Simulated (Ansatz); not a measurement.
# Is SnMoPd in the AlB2 type a stable metal?

Question: is the lattice of SnMoPd in the AlB2 type stable, and if so, what are its coupling constant and resistivity?

Calculated with Ansatz 0.2.0; DFT PBE, scalar-relativistic, plane waves, PAW; PAW set soft_1.

The structure was built from a prototype and need not be the compound's stable phase.

## (1) Set-up

Symmetry: P-6m2, No. 187, hexagonal system. Conventional cell: a = 3.980 Å, b = 3.980 Å, c = 4.179 Å, α = 90.00°, β = 90.00°, γ = 120.00°. Nearest to Mo lie 6 Pd at 3.11 Å and 6 Sn at 3.11 Å. Sn has 3 Pd at 2.30 Å and 6 Mo at 3.11 Å nearest. Nearest to Pd lie 3 Sn at 2.30 Å and 6 Mo at 3.11 Å. Farther neighbours are not listed.

## (2) Rough relaxation

The start is far from rest, so a relaxation with loose thresholds does the first part.

The input, input.yaml:

```yaml
crystal:
  lattice:
    - [3.98036, 0.0, 0.0]
    - [-1.99018, 3.44709, 0.0]
    - [0.0, 0.0, 4.17938]
  atoms:
    - { symbol: Mo, position: [0.0, 0.0, 0.0] }
    - { symbol: Sn, position: [0.33333333, 0.66666667, 0.5] }
    - { symbol: Pd, position: [0.66666667, 0.33333333, 0.5] }
kpoints:
  mp_grid: { grid: [6, 6, 6] }
hamiltonian:
  xc: pbe
  pseudopotentials: { kind: paw, azcp: { folder: soft_1 } }
scf:
  occupations: { method: gaussian, width: 0.1 }
output:
  forces: true
  stress: true
  eigenvalues: true
relax:
  adjacent_minimum: "off"
  f_tol: 0.05
  max_steps: 80
  cell: { stress_tol: 0.5 }
```

Command:

```sh
$ ansatz run input.yaml --threads 4 --pin off --max-ram 12288MiB --backend cpu --events-out ev --progress --plain --runs-dir out
```

Numbers of over 12 decimals in the logs are rounded to 6 here.

What it wrote:

```text
The last accepted step is kept in <dir> (removed where the run ends without a failure and the disk answers)
Engine: ansatz 0.2.0, x86_64-unknown-linux-gnu
Pseudopotentials: kind: paw
Pseudopotential: Mo, paw, valence charge 14, recommended cutoff 420 eV (normal), soft_1/Mo.paw.azcp
Pseudopotential: Sn, paw, valence charge 14, recommended cutoff 420 eV (normal), soft_1/Sn.paw.azcp
Pseudopotential: Pd, paw, valence charge 18, recommended cutoff 420 eV (normal), soft_1/Pd.paw.azcp
Functional definition: PBE
  parameter kappa = 0.804
  parameter beta = 0.066725
  exchange = pbe_x(kappa = kappa, mu = beta*pi^2/3)
  correlation = pbe_c(beta = beta)
Crystal: 3 atoms, lattice volume = 57.344 Å³
Basis set: ecut = 420 eV, 1129 PW (Γ), exchange–correlation on 54×54×60 points (8 copies of the dense FFT grid, shifted against one another)
Bands: 28, of which v1, the nominal top of the filled ones, is band 23 counted from 1 (22 counted from 0)
Symmetry: 12 space group operations
Space group: P-6m2 (ITA 187), of the structure as read, at distance tolerance 3.9e-5 Å
k-points: 28 of 216 (time reversal used)
Non-local potential: Mo, projectors of the file, l = 0: 3, l = 1: 2, l = 2: 2, l = 3: 1
Non-local potential: Sn, projectors of the file, l = 0: 2, l = 1: 2, l = 2: 2, l = 3: 1
Non-local potential: Pd, projectors of the file, l = 0: 2, l = 1: 2, l = 2: 2, l = 3: 1
PAW form: soft (Blöchl's): semilocal exchange-correlation on the pseudo side does not see the compensation charge
PAW one-centre angular grid: Mo, 590 points (default); XC on 64 Gauss nodes
PAW one-centre angular grid: Sn, 590 points (default); XC on 64 Gauss nodes
PAW one-centre angular grid: Pd, 590 points (default); XC on 64 Gauss nodes
Initial density: superposition of atomic densities (chi_scale 0.1, normalization cell, long waves kept (reshape's long-wave potential 0.00 eV rms))
Initial wavefunctions: pseudopotential atomic-orbital guess
Functional: x = pbe(κ = 0.804, μ = 0.219515), c = pbe(β = 0.066725)
SCF iter   1: F=—  HF=-17953.786888 eV  |F-HF|=—  |Δ(HF+E_count)|=         —  Δρ=1.54e-1  dr2=1.83e1  ethr=3.10e-3  ⟨swp⟩=5.9  Hψ=3290  notcnv=0
preconditioner: auto → Kerker (q_TF=auto, 2.630 Å⁻¹)  [metal: Δε(μ)=0.061 eV  Ē_g=12.419 eV  σ=0.100 eV  W_gap=0.33  n_scr=20 (ndim 8)  ℏωp=26.9 eV  f_vac=0.000  D(μ)=0.50/eV (n_scr^D=0)]
SCF iter   2: F=—  HF=-17950.894044 eV  |F-HF|=—  |Δ(HF+E_count)|=    2.89e0  Δρ=6.35e-2  dr2=3.42e0  ethr=3.10e-3  ⟨swp⟩=2.7  Hψ=1910  notcnv=0  defer=3
preconditioner: auto → Resta (q_TF=auto, 2.630 Å⁻¹)  ε∞=5.9  [insulator: Δε(μ)=0.215 eV  Ē_g=12.125 eV  σ=0.100 eV  W_gap=0.56  n_scr=20 (ndim 8)  ℏωp=26.9 eV  f_vac=0.000  D(μ)=0.63/eV (n_scr^D=0)  ε∞_Penn≈5.9]
SCF iter   3: F=—  HF=-17950.182468 eV  |F-HF|=—  |Δ(HF+E_count)|=   7.12e-1  Δρ=1.37e-2  dr2=1.70e-1  ethr=3.10e-3  ⟨swp⟩=2.1  Hψ=1264  notcnv=0  defer=2
SCF iter   4: F=—  HF=-17950.155415 eV  |F-HF|=—  |Δ(HF+E_count)|=   2.71e-2  Δρ=2.54e-3  dr2=4.91e-3  ethr=3.69e-4  ⟨swp⟩=2.1  Hψ=1120  notcnv=0
SCF iter   5: F=—  HF=-17950.155032 eV  |F-HF|=—  |Δ(HF+E_count)|=   3.83e-4  Δρ=6.09e-4  dr2=1.75e-4  ethr=1.07e-5  ⟨swp⟩=2.0  Hψ=1077  notcnv=0
SCF iter   6: F=—  HF=-17950.155051 eV  |F-HF|=—  |Δ(HF+E_count)|=   1.90e-5  Δρ=1.34e-4  dr2=1.01e-5  ethr=3.80e-7  ⟨swp⟩=2.1  Hψ=1198  notcnv=0
SCF iter   7: F=—  HF=-17950.155050 eV  |F-HF|=—  |Δ(HF+E_count)|=   1.21e-6  Δρ=4.19e-5  dr2=7.54e-7  ethr=2.20e-8  ⟨swp⟩=2.0  Hψ=1205  notcnv=0
SCF iter   8: F=-17950.155049 eV  HF=-17950.155049 eV  |F-HF|=1.92e-8  |Δ(HF+E_count)|=   2.84e-7  Δρ=8.46e-6  dr2=4.26e-8  ethr=2.17e-10  ⟨swp⟩=7.0  Hψ=3560  notcnv=0
SCF 1 converged in 8 iterations: F = -17950.155049 eV  dr2 = 4.26e-8
  greatest PAW one-centre occupation: 1.000 electrons in one spin orbital (limit 2), on the Pd atom at site 2 (counted from 0), in its partial waves of l = 0
relax step   1: F+E_penalty+E_count = -17950.15504930 eV  Δ(F+E_penalty+E_count) = +0.000e0 eV  max|allowed force component| = 2.776e-16 eV/Å  Δτ_max = 0.0000 Å  P = +14.716 GPa  Ω = 57.344 Å³  (8 SCF iters, dr2 threshold 1.00e-7 eV, accepted)
Crystal: 3 atoms, lattice volume = 59.742 Å³
Basis set: ecut = 420 eV, 1147 PW (Γ), exchange–correlation on 54×54×60 points (8 copies of the dense FFT grid, shifted against one another)
Initial density: handed on by an earlier stage of this run
Initial wavefunctions: those handed on with the density
iter 1 solved again at ethr=4.45e-5 eV; its pass at ethr=3.10e-3 eV (dr2=2.05e-2 eV) is discarded
SCF iter   1: F=—  HF=-17951.138074 eV  |F-HF|=—  |Δ(HF+E_count)|=         —  Δρ=6.03e-3  dr2=2.09e-2  ethr=4.45e-5  ⟨swp⟩=1.1  Hψ=4514  notcnv=0
preconditioner: auto → Kerker (q_TF=auto, 2.612 Å⁻¹)  [metal: Δε(μ)=0.143 eV  Ē_g=11.581 eV  σ=0.100 eV  W_gap=0.50  n_scr=20 (ndim 8)  ℏωp=26.3 eV  f_vac=0.000  D(μ)=1.41/eV (n_scr^D=8)]
SCF iter   2: F=—  HF=-17951.136275 eV  |F-HF|=—  |Δ(HF+E_count)|=   1.80e-3  Δρ=3.68e-3  dr2=8.15e-3  ethr=4.45e-5  ⟨swp⟩=1.0  Hψ=784  notcnv=0
SCF iter   3: F=—  HF=-17951.135220 eV  |F-HF|=—  |Δ(HF+E_count)|=   1.06e-3  Δρ=6.13e-4  dr2=3.82e-4  ethr=1.77e-5  ⟨swp⟩=2.1  Hψ=1025  notcnv=0
SCF iter   4: F=—  HF=-17951.135155 eV  |F-HF|=—  |Δ(HF+E_count)|=   6.47e-5  Δρ=2.21e-4  dr2=3.82e-5  ethr=8.30e-7  ⟨swp⟩=2.0  Hψ=1054  notcnv=0
SCF iter   5: F=—  HF=-17951.135162 eV  |F-HF|=—  |Δ(HF+E_count)|=   6.96e-6  Δρ=5.29e-5  dr2=2.56e-6  ethr=8.31e-8  ⟨swp⟩=2.0  Hψ=1059  notcnv=0
SCF iter   6: F=-17951.135162 eV  HF=-17951.135162 eV  |F-HF|=1.28e-7  |Δ(HF+E_count)|=   2.58e-7  Δρ=1.85e-5  dr2=2.61e-7  ethr=6.52e-10  ⟨swp⟩=6.9  Hψ=3385  notcnv=0
SCF 2 converged in 6 iterations: F = -17951.135162 eV  dr2 = 2.61e-7
relax step   2: F+E_penalty+E_count = -17951.13516160 eV  Δ(F+E_penalty+E_count) = -9.801e-1 eV  max|allowed force component| = 2.282e-16 eV/Å  Δτ_max = 0.0000 Å  P = +0.696 GPa  Ω = 59.742 Å³  energy of the carried Pulay correction = -6.472e-4 eV  (6 SCF iters, dr2 threshold 3.00e-7 eV, accepted)
Crystal: 3 atoms, lattice volume = 58.291 Å³
Basis set: ecut = 420 eV, 1159 PW (Γ), exchange–correlation on 54×54×60 points (8 copies of the dense FFT grid, shifted against one another)
iter 1 solved again at ethr=8.74e-5 eV; its pass at ethr=3.10e-3 eV (dr2=4.02e-2 eV) is discarded
SCF iter   1: F=—  HF=-17951.573000 eV  |F-HF|=—  |Δ(HF+E_count)|=         —  Δρ=6.79e-3  dr2=4.05e-2  ethr=8.74e-5  ⟨swp⟩=1.2  Hψ=4137  notcnv=0
preconditioner: auto → Resta (q_TF=auto, 2.623 Å⁻¹)  ε∞=6.2  [insulator: Δε(μ)=0.136 eV  Ē_g=11.646 eV  σ=0.100 eV  W_gap=0.66  n_scr=20 (ndim 8)  ℏωp=26.6 eV  f_vac=0.000  D(μ)=1.83/eV (n_scr^D=8)  ε∞_Penn≈6.2]
[...]
[... from here on, the SCF cycles and remarks between the steps are left out ...]
relax step   4: F+E_penalty+E_count = -17951.93874602 eV  Δ(F+E_penalty+E_count) = -3.715e-1 eV  max|allowed force component| = 8.250e-17 eV/Å  Δτ_max = 0.0000 Å  P = -0.426 GPa  Ω = 56.669 Å³  energy of the carried Pulay correction = -1.241e-4 eV  (7 SCF iters, dr2 threshold 3.00e-7 eV, accepted)
relax step   5: F+E_penalty+E_count = -17952.27039117 eV  Δ(F+E_penalty+E_count) = -3.316e-1 eV  max|allowed force component| = 1.110e-16 eV/Å  Δτ_max = 0.0000 Å  P = +0.267 GPa  Ω = 54.900 Å³  energy of the carried Pulay correction = +2.095e-4 eV  (6 SCF iters, dr2 threshold 3.00e-7 eV, accepted)
relax step   6: F+E_penalty+E_count = -17952.60976410 eV  Δ(F+E_penalty+E_count) = -3.394e-1 eV  max|allowed force component| = 1.049e-16 eV/Å  Δτ_max = 0.0000 Å  P = +1.250 GPa  Ω = 53.233 Å³  energy of the carried Pulay correction = +5.308e-4 eV  (7 SCF iters, dr2 threshold 3.00e-7 eV, accepted)
relax step   7: F+E_penalty+E_count = -17952.82181162 eV  Δ(F+E_penalty+E_count) = -2.120e-1 eV  max|allowed force component| = 3.207e-16 eV/Å  Δτ_max = 0.0000 Å  P = +3.259 GPa  Ω = 51.675 Å³  energy of the carried Pulay correction = +8.350e-4 eV  (6 SCF iters, dr2 threshold 3.00e-7 eV, accepted)
relax step   8: F+E_penalty+E_count = -17952.83899864 eV  Δ(F+E_penalty+E_count) = -1.719e-2 eV  max|allowed force component| = 2.745e-16 eV/Å  Δτ_max = 0.0000 Å  P = +0.338 GPa  Ω = 52.447 Å³  energy of the carried Pulay correction = +6.285e-4 eV  (6 SCF iters, dr2 threshold 3.00e-7 eV, accepted)
relax step   9: F+E_penalty+E_count = -17952.84049492 eV  Δ(F+E_penalty+E_count) = -1.496e-3 eV  max|allowed force component| = 1.249e-16 eV/Å  Δτ_max = 0.0000 Å  P = -0.131 GPa  Ω = 52.551 Å³  energy of the carried Pulay correction = +5.960e-4 eV  (6 SCF iters, dr2 threshold 3.00e-7 eV, accepted)
relax step  10: F+E_penalty+E_count = -17952.85034436 eV  Δ(F+E_penalty+E_count) = -9.849e-3 eV  max|allowed force component| = 1.218e-16 eV/Å  Δτ_max = 0.0000 Å  P = +0.297 GPa  Ω = 52.551 Å³  stress off target by 6.29e-1 GPa  SCF on the basis re-selected at this cell (its energy is not comparable with the rows above)  (6 SCF iters)
relax step  11: F+E_penalty+E_count = -17952.85089485 eV  Δ(F+E_penalty+E_count) = -5.505e-4 eV  max|allowed force component| = 4.611e-16 eV/Å  Δτ_max = 0.0000 Å  P = +0.030 GPa  Ω = 52.618 Å³  energy of the carried Pulay correction = -1.648e-5 eV  (6 SCF iters, dr2 threshold 3.00e-7 eV, accepted)
iter 1 solved again at ethr=2.50e-8 eV; its pass at ethr=3.10e-3 eV (dr2=1.15e-5 eV) is discarded
SCF iter   1: F=—  HF=-17952.850904 eV  |F-HF|=—  |Δ(HF+E_count)|=         —  Δρ=4.76e-5  dr2=2.74e-8  ethr=2.50e-8  ⟨swp⟩=3.7  Hψ=5503  notcnv=0
preconditioner: auto → none  [metal: Δε(μ)=0.069 eV  Ē_g=12.089 eV  σ=0.100 eV  W_gap=0.34  n_scr=8 (ndim 8)  ℏωp=28.0 eV  f_vac=0.000  D(μ)=4.43/eV (n_scr^D=56)]
SCF iter   2: F=—  HF=-17952.850912 eV  |F-HF|=—  |Δ(HF+E_count)|=   8.11e-6  Δρ=2.38e-5  dr2=6.99e-9  ethr=5.96e-11  ⟨swp⟩=2.1  Hψ=1361  notcnv=0
iter 3 did not close the SCF: its close was put off for the readings that it lacked (scf_convergence_deferred on its scf_iter line)
SCF iter   3: F=-17952.850912 eV  HF=-17952.850912 eV  |F-HF|=6.16e-9  |Δ(HF+E_count)|=   7.89e-7  Δρ=2.70e-6  dr2=1.28e-9  ethr=1.52e-11  ⟨swp⟩=2.1  Hψ=944  notcnv=0
iter 4 did not close the SCF: its close was put off for the readings that it lacked (scf_convergence_deferred on its scf_iter line)
SCF iter   4: F=-17952.850912 eV  HF=-17952.850912 eV  |F-HF|=1.09e-11  |Δ(HF+E_count)|=   6.95e-9  Δρ=2.49e-7  dr2=3.34e-11  ethr=2.77e-12  ⟨swp⟩=2.0  Hψ=1019  notcnv=0
iter 5 did not close the SCF: its close was put off for the readings that it lacked (scf_convergence_deferred on its scf_iter line)
SCF iter   5: F=-17952.850912 eV  HF=-17952.850912 eV  |F-HF|=3.64e-12  |Δ(HF+E_count)|=  3.64e-12  Δρ=1.18e-7  dr2=6.99e-12  ethr=1.00e-12  ⟨swp⟩=1.0  Hψ=784  notcnv=0
iter 6 did not close the SCF: its close was put off for the readings that it lacked (scf_convergence_deferred on its scf_iter line)
SCF iter   6: F=-17952.850912 eV  HF=-17952.850912 eV  |F-HF|=7.28e-12  |Δ(HF+E_count)|=  3.64e-12  Δρ=2.52e-8  dr2=2.92e-13  ethr=1.00e-12  ⟨swp⟩=1.0  Hψ=784  notcnv=0
SCF iter   7: F=-17952.850912 eV  HF=-17952.850912 eV  |F-HF|=0.00e0  |Δ(HF+E_count)|=    0.00e0  Δρ=4.12e-9  dr2=9.03e-15  ethr=1.00e-12  ⟨swp⟩=1.0  Hψ=1680  notcnv=0
SCF 12 converged in 7 iterations: F = -17952.850912 eV  dr2 = 9.03e-15
relax step  12: F+E_penalty+E_count = -17952.85091243 eV  Δ(F+E_penalty+E_count) = -1.759e-5 eV  max|allowed force component| = 5.011e-16 eV/Å  Δτ_max = 0.0000 Å  P = +0.029 GPa  Ω = 52.618 Å³  stress off target by 3.16e-2 GPa  SCF on the basis re-selected at this cell (its energy is not comparable with the rows above)  (7 SCF iters)
basis re-selected at this cell: Δ(F+E_penalty+E_count) = -1.759e-5 eV, ΔP = -0.000 GPa vs the last step (what re-selecting the basis moved, of the pressure what is left beyond the Pulay correction that the steps carried, after the strain that the cell walked since its last selection, with what the two solves' SCF thresholds leave and, on support functions, any second-order correction that the steps lacked; it is no m [...]
SCF converged after 7 iterations
Free energy (F): -17952.850912 eV
Harris-Foulkes:  -17952.850912 eV  (|F-HF|=0.00e0)
Internal energy: -17952.828775 eV  (E = F + TS)
E sigma→0 (E₀):  -17952.839843 eV
Entropy (-TS):   -0.022138 eV (-7.379 meV/atom)
Fermi energy:    17.787479 eV
--- Per-component energies (eV) ---
  E_band       = -268.524759
  E_kinetic    = 1038.328534
  E_local      = -3724.846235  (includes V_loc(G=0)·N_el)
  E_nonlocal   = 665.796566
  E_hartree    = 1569.454230
  E_xc         = -440.007854
  E_vxc        = -474.577656  (∫ρ·V_xc dr)
  E_paw        = -11393.927366  (= ΣΔE_a)
  E_vpaw       = -912.135011  (= ΣTr[D̂ρ^β])
  E_aug_tail   = 0.000584  (compensation charges beyond the density's cutoff)
  E_ewald      = -5667.627233
  E_smearing   = -0.022138  (= −TS)
  E_closure    = 0.000000  (closes the sum)
  Σ components = -17952.850912   (vs F -17952.850912, Δ=0.00e0)
--- Forces (eV/Å), atoms counted from 1 ---
  atom   1  Mo    -0.00000000     0.00000000     0.00000000
  atom   2  Sn     0.00000000     0.00000000     0.00000000
  atom   3  Pd     0.00000000    -0.00000000    -0.00000000
  max |Σ_I F_I| component: 8.28e-16 eV/Å
--- Stress (GPa, compression-positive) ---
        0.027876      -0.000000      -0.000000
       -0.000000       0.027876      -0.000000
        0.000000      -0.000000       0.031560
  P = ⅓ Tr σ = 0.0291 GPa (0.291 kbar)
--- Band table (eV; the first three rows and the last of 28) ---
  k-point 0: bands = [... 19 lower, 15.4986, 15.5894, 15.5894, 18.9177, 18.9177, 19.4450, 21.5692, 21.5692, ... 1 higher]
  k-point 1: bands = [... 19 lower, 16.1683, 16.3190, 16.3190, 18.2114, 18.2114, 19.6643, 21.5911, 22.4867, ... 1 higher]
  k-point 2: bands = [... 19 lower, 17.1018, 17.1018, 17.2292, 17.7184, 17.7184, 19.7890, 20.4252, 22.0111, ... 1 higher]
  k-point 27: bands = [... 19 lower, 15.2547, 16.7644, 16.8015, 17.0834, 19.0413, 19.4830, 19.5769, 19.6696, ... 1 higher]
--- Relaxed structure (10 steps of the walk, 10 accepted, 2 SCFs on fresh bases) ---
  F+E_penalty+E_count = -17952.85091243 eV   max|allowed force component| = 5.011e-16 eV/Å   (the final SCF, on the basis selected at the relaxed cell)
  cell:  # Å, volume = 52.6183 Å³
    - [4.549030, 3.156764445803673e-17, 1.1387560555204054e-17]
    - [-2.274515, 3.939576, -5.6937802776020225e-18]
    - [1.1956949293195858e-17, 0, 2.936082]
  atoms:
    - { symbol: Mo, position: [0, 0, 0] }
    - { symbol: Sn, position: [0.333333, 0.666667, 0.500000] }
    - { symbol: Pd, position: [0.666667, 0.333333, 0.500000] }
```

Run time: 21 s. Hardware: 4 threads of Intel Xeon at 2.80GHz (Skylake/Cascade Lake), shared host; peak memory 0.47 GiB.

Step by step:

| step | energy less that of the first step (eV) | largest force component (eV/Å) | pressure (GPa) | volume (Å³) |
| --- | --- | --- | --- | --- |
| 1 | 0.0000 | 0.0000 | 14.72 | 57.34 |
| 2 | -0.9801 | 0.0000 | 0.70 | 59.74 |
| 3 | -1.4122 | 0.0000 | -0.26 | 58.29 |
| 4 | -1.7837 | 0.0000 | -0.43 | 56.67 |
| 5 | -2.1153 | 0.0000 | 0.27 | 54.90 |
| 6 | -2.4547 | 0.0000 | 1.25 | 53.23 |
| 7 | -2.6668 | 0.0000 | 3.26 | 51.68 |
| 8 | -2.6839 | 0.0000 | 0.34 | 52.45 |
| 9 | -2.6854 | 0.0000 | -0.13 | 52.55 |
| 10* | -2.6953 | 0.0000 | 0.30 | 52.55 |
| 11 | -2.6958 | 0.0000 | 0.03 | 52.62 |
| 12* | -2.6959 | 0.0000 | 0.03 | 52.62 |

Relaxation steps marked * repeat the geometry before them on a plane-wave basis chosen anew for their cell, so energy and pressure can jump there.

Forces are held to the 12 operations that the run works with; a distortion that breaks them can't arise in this run.

| cell as run | before | after | change |
| --- | --- | --- | --- |
| a (Å) | 3.980 | 4.549 | +14.3 % |
| b (Å) | 3.980 | 4.549 | +14.3 % |
| c (Å) | 4.179 | 2.936 | -29.7 % |
| volume (Å³/atom) | 19.11 | 17.54 | -8.2 % |

Final coordinates:

```
Mo Sn Pd
1.0
     4.54903    0.00000    0.00000
    -2.27452    3.93958    0.00000
     0.00000    0.00000    2.93608
Mo Sn Pd
1 1 1
Direct
  0.00000 0.00000 0.00000
  0.33333 0.66667 0.50000
  0.66667 0.33333 0.50000
```

This step gave:

```yaml
pressure: 0.02910 GPa
volume_per_atom: 17.54 Å³/atom
metallic_on_mesh: yes
gap_on_the_k_mesh: 0 eV
```

The largest force is now zero by symmetry and the largest stress component 0.032 GPa.

## (3) Relaxing cell and atoms

Lattice constant and positions set the bands and the force constants, so the cell is relaxed first.

input.yaml, the sections that differ from step 2:

```yaml
crystal:
  lattice:
    - [4.5490304667, 0.0, 0.0]
    - [-2.2745152333, 3.9395759467, 0.0]
    - [0.0, 0.0, 2.9360819829]
  atoms:
    - { symbol: Mo, position: [0.0, 0.0, 0.0] }
    - { symbol: Sn, position: [0.3333333333, 0.6666666667, 0.5] }
    - { symbol: Pd, position: [0.6666666667, 0.3333333333, 0.5] }
kpoints:
  mp_grid: { grid: [9, 9, 10] }
relax:
  adjacent_minimum: "off"
  f_tol: 0.005
  max_steps: 80
  cell: { stress_tol: 0.05 }
# hamiltonian, scf, output: as in step 2
```

What it wrote:

```text
[the first part of the log is left out]
  E_vxc        = -474.596327  (∫ρ·V_xc dr)
  E_paw        = -11393.922572  (= ΣΔE_a)
  E_vpaw       = -912.129749  (= ΣTr[D̂ρ^β])
  E_aug_tail   = 0.000580  (compensation charges beyond the density's cutoff)
  E_ewald      = -5668.699117
  E_smearing   = -0.018944  (= −TS)
  E_closure    = -0.000000  (closes the sum)
  Σ components = -17952.861544   (vs F -17952.861544, Δ=0.00e0)
[...]
--- Stress (GPa, compression-positive) ---
       -0.000263      -0.000000       0.000000
       -0.000000      -0.000263       0.000000
        0.000000       0.000000       0.000084
  P = ⅓ Tr σ = -0.0001 GPa (-0.001 kbar)
--- Band table (eV; the first three rows and the last of 72) ---
[...]
--- Relaxed structure (5 steps of the walk, 4 accepted, 1 SCFs on fresh bases) ---
[...]
cell:  # Å, volume = 52.6056 Å³
    - [4.555215, -2.8906801280794884e-11, 0.0]
    - [-2.277608, 3.944932, 0.0]
    - [0.0, 0.0, 2.927409]
  atoms:
    - { symbol: Mo, position: [0, 0, 0.0] }
    - { symbol: Sn, position: [0.333333, 0.666667, 0.500000] }
    - { symbol: Pd, position: [0.666667, 0.333333, 0.500000] }
```

Elapsed: 22 s, on 4 threads; peak memory 0.54 GiB; 82 s of CPU time.

Step by step:

| step | energy less that of the first step (eV) | largest force component (eV/Å) | pressure (GPa) | volume (Å³) |
| --- | --- | --- | --- | --- |
| 1 | 0.0000 | 0.0000 | 0.01 | 52.62 |
| 2 | 0.0001 | 0.0000 | 0.28 | 52.50 |
| 3 | -0.0004 | 0.0000 | -0.10 | 52.64 |
| 4 | -0.0004 | 0.0000 | 0.05 | 52.59 |
| 5 | -0.0004 | 0.0000 | 0.00 | 52.61 |
| 6 | -0.0004 | 0.0000 | 0.00 | 52.61 |

The log counts 1 steps on a newly chosen plane-wave basis, not all of them marked here; energy and pressure can jump at such steps. Relaxation step 2 was tried and not accepted.

| conventional cell, symmetrised | before | after | change |
| --- | --- | --- | --- |
| a (Å) | 4.549 | 4.555 | +0.1 % |
| b (Å) | 4.549 | 4.555 | +0.1 % |
| c (Å) | 2.936 | 2.927 | -0.3 % |
| volume (Å³/atom) | 17.54 | 17.54 | -0.0 % |

Final coordinates:

```
Mo Sn Pd
1.0
     4.55522    0.00000    0.00000
    -2.27761    3.94493    0.00000
     0.00000    0.00000    2.92741
Mo Sn Pd
1 1 1
Direct
  0.00000 0.00000 0.00000
  0.33333 0.66667 0.50000
  0.66667 0.33333 0.50000
```

This step gave:

* pressure: -1.47e-4 GPa

The largest force is now zero by symmetry and the largest stress component 2.6e-4 GPa.

(Part 1 of 3 ends here.)

[Logs are printed without paths, hosts, clocks, repeated set-up lines and the standing remarks that a program may print on its own settings, such as how far it seeks lower states.]

[Hosts, paths, dates, database ids (printed as entryN), source tags and the programs' standing remarks are cut or masked in the printed files.]
